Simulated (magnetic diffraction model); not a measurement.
**HoAl₈SiAu₄: what an assumed order does to the neutron pattern**

Space group I4/mmm (no. 139), a = 6.0020 Å, c = 28.5730 Å.

| site | atom | x | y | z |
| --- | --- | --- | --- | --- |
| 2b | Au | 1/2 | 1/2 | 0 |
| 8g | Au | 0 | 1/2 | 0.3930 |
| 2a | Au | 0 | 0 | 0 |
| 4e | Au | 1/2 | 1/2 | 0.2953 |
| 4d | Ho | 1/2 | 0 | 1/4 |
| 4e | Si | 1/2 | 1/2 | 0.2076 |
| 16m | Al | 0.2498 | 0.7502 | 0.0522 |
| 16m | Al | 0.2549 | 0.7451 | 0.1565 |

This is a made-up structure (elements placed in a structure type, unrelaxed), so the numbers test the method and describe no known phase.

Only Ho is taken to order (form factors of Ho3+); orders and moment sizes are assumed, and not adapted to the symmetry. Radiation: neutrons of λ = 2.36 Å, 8° to 70°; isotropic B of 0.34 Å² (Au), 0.47 Å² (Ho), 0.8 Å² (Si) and 0.81 Å² (Al). Simulated constant-wavelength pattern: nuclear and magnetic terms add, the magnetic one as |2.695 fm × Σ f S⊥ exp(2πi Q·r) exp(−B s²)|², summed over all Q at one angle with the factor 1/(sin²θ cos θ). For collinear order S is the moment m, which repeats by lattice and centring translations R with the sign exp(−2πi k·R). Free-ion form factors, Sears's scattering lengths of 1992, no absorption; a label names one of the reflections at its angle. The strongest nuclear line in the range is 100, and lines under 0.2 are left out.

Assume the order k = (1/2 1/2 0), collinear moments along [100], 8.4 μB on Ho; signs + at (1/2, 0, 1/4), + at (0, 1/2, 1/4).

Predict the pattern, nuclear and magnetic parts apart.

```tsv
2θ (°)	index	nuclear	magnetic
9.48	(0 0 2)	0.7	0.0
15.98	(1/2 1/2 0)	0.0	36.0
18.61	(1/2 1/2 2)	0.0	66.5
24.94	(1/2 1/2 4)	0.0	45.9
26.88	(1 0 3)	1.2	0.0
32.29	(1 1 0)	1.1	0.0
33.01	(1/2 1/2 6)	0.0	28.4
33.13	(1 0 5)	1.7	0.0
33.72	(1 1 2)	0.7	0.0
36.22	(3/2 -1/2 0)	0.0	13.2
37.52	(3/2 -1/2 2)	0.0	26.1
37.74	(1 1 4)	38.1	0.0
38.58	(0 0 8)	0.9	0.0
40.93	(1 0 7)	1.1	0.0
41.22	(3/2 -1/2 4)	0.0	24.5
42.01	(1/2 1/2 8)	0.0	17.8
43.73	(1 1 6)	58.9	0.0
46.31	(2 0 0)	9.1	0.0
46.85	(3/2 -1/2 6)	0.0	21.1
47.38	(2 0 2)	11.4	0.0
49.30	(3/2 3/2 0)	0.0	3.4
49.73	(1 0 9)	0.2	0.0
50.32	(3/2 3/2 2)	0.0	6.8
50.49	(2 0 4)	11.3	0.0
51.16	(1 1 8)	18.4	0.0
51.67	(1/2 1/2 10)	0.0	11.7
52.41	(2 1 1)	0.2	0.0
53.30	(3/2 3/2 4)	0.0	6.5
53.95	(3/2 -1/2 8)	0.0	17.1
54.35	(2 1 3)	1.2	0.0
55.39	(2 0 6)	14.6	0.0
58.04	(3/2 3/2 6)	0.0	6.0
58.12	(2 1 5)	1.4	0.0
59.72	(1 1 10)	8.1	0.0
60.16	(5/2 1/2 0)	0.0	4.4
61.06	(5/2 1/2 2)	0.0	8.7
61.80	(2 0 8)	42.2	0.0
61.95	(1/2 1/2 12)	0.0	8.0
62.25	(3/2 -1/2 10)	0.0	13.4
63.49	(2 1 7)	0.7	0.0
63.71	(5/2 1/2 4)	0.0	8.5
64.29	(3/2 3/2 8)	0.0	5.3
67.57	(2 2 0)	100.0	0.0
67.99	(5/2 1/2 6)	0.0	8.1
69.25	(1 1 12)	2.9	0.0
69.53	(2 0 10)	99.7	0.0
69.74	(1 0 13)	0.4	0.0
69.94	(5/2 -3/2 0)	0.0	3.2
```

The strongest magnetic line in the range is (1/2 1/2 2) at 18.61° (66.5). On top of the Lorentz factor, which all lines share, magnetic lines fade with angle because f falls: for Ho3+ it is 0.96, 0.85, 0.71 and 0.44 at sin θ/λ = 0.1, 0.2, 0.3 and 0.5 Å⁻¹, while nuclear lengths stay constant. The order has no net moment.

[Logs are printed without paths, hosts, clocks, repeated set-up lines and the standing remarks that a program may print on its own settings, such as how far it seeks lower states.]
